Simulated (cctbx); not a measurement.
**Symmetry from intensities**

Cell: a = 5.2640 Å, b = 5.2640 Å, c = 7.1850 Å, α = 90.00°, β = 90.00°, γ = 120.00°. Expected content of the cell: Bi2 Ga2 Ni8.

The data are simulated with cctbx, not measured: Cu Kα, λ = 1.54184 Å, to d = 0.83 Å, 50 % of the full sphere, strongest reflection 20000 counts, noise from counting, a 2 % proportional error and a noise floor of 8 counts (s.d.); no absorption, some extinction.

A first pass over the reflections prints:

```text
640 reflections to d = 0.836 A
centring   violations  <I/sigma> of those
    A        283 of   327     22.3
    B        270 of   308     22.8
    C        247 of   321     19.5
    I        300 of   330     22.7
    R        348 of   427     21.0
    F        400 of   478     21.5
Laue class    unique    Rint  (classes that these axes allow; Friedel mates merged)
P -1              470   0.017
P 1 1 2/m         313   0.019
P -3              208   0.019
P -3 1 m          128   0.020
P -3 m 1          144   0.020
P 6/m             119   0.020
P 6/m m m          90   0.021
space group    extra absences  I>4sigma  <I/sigma>
P 6 2 2                 0          0         -  acentric
P 6 m m                 0          0         -  acentric
P -6 m 2                0          0         -  acentric
P -6 2 m                0          0         -  acentric
P 6/m m m               0          0         -  centric
Wilson B = 0.57 A^2   <|E^2-1|> = 0.781 (0.968 centric, 0.736 acentric)   E^2>4: 0.0 %
shell (A)         n   <I/sigma>
 7.19 - 1.59     18     44.6
 1.59 - 1.27     12     53.2
 1.27 - 1.11     13     58.8
 1.11 - 1.01     11     46.6
 1.01 - 0.93     13     58.0
 0.93 - 0.88     10     51.9
 0.88 - 0.84     13     52.3
```

Q: Read the symmetry from these tables.

Every centring test has many violations, so the lattice is primitive.

Rint stays low (0.017 to 0.021) up to P 6/m m m, the highest class in these axes.

5 settings pass the absence test. No glide or screw absences show, which leaves P 6 2 2, P 6 m m, P -6 m 2, P -6 2 m and P 6/m m m.

⟨|E²−1|⟩ = 0.781 leans to a non-centrosymmetric structure. Here that hint misleads: the statistic assumes many like atoms on general positions, and few, heavy or special-position atoms break it. The Wilson B of 0.57 Å² means U ≈ 0.0072 Å².

The true group is P6/mmm (no. 191), Laue class 6/mmm, centrosymmetric. The tables only narrow the choice to the tied entries; cell content, site symmetry and trial solutions must settle it.

The model was made for the exercise: a known structure type with other elements put in, its volume estimated, not relaxed; displacement parameters are assumed.

[Logs are printed without paths, hosts, clocks, repeated set-up lines and the standing remarks that a program may print on its own settings, such as how far it seeks lower states.]
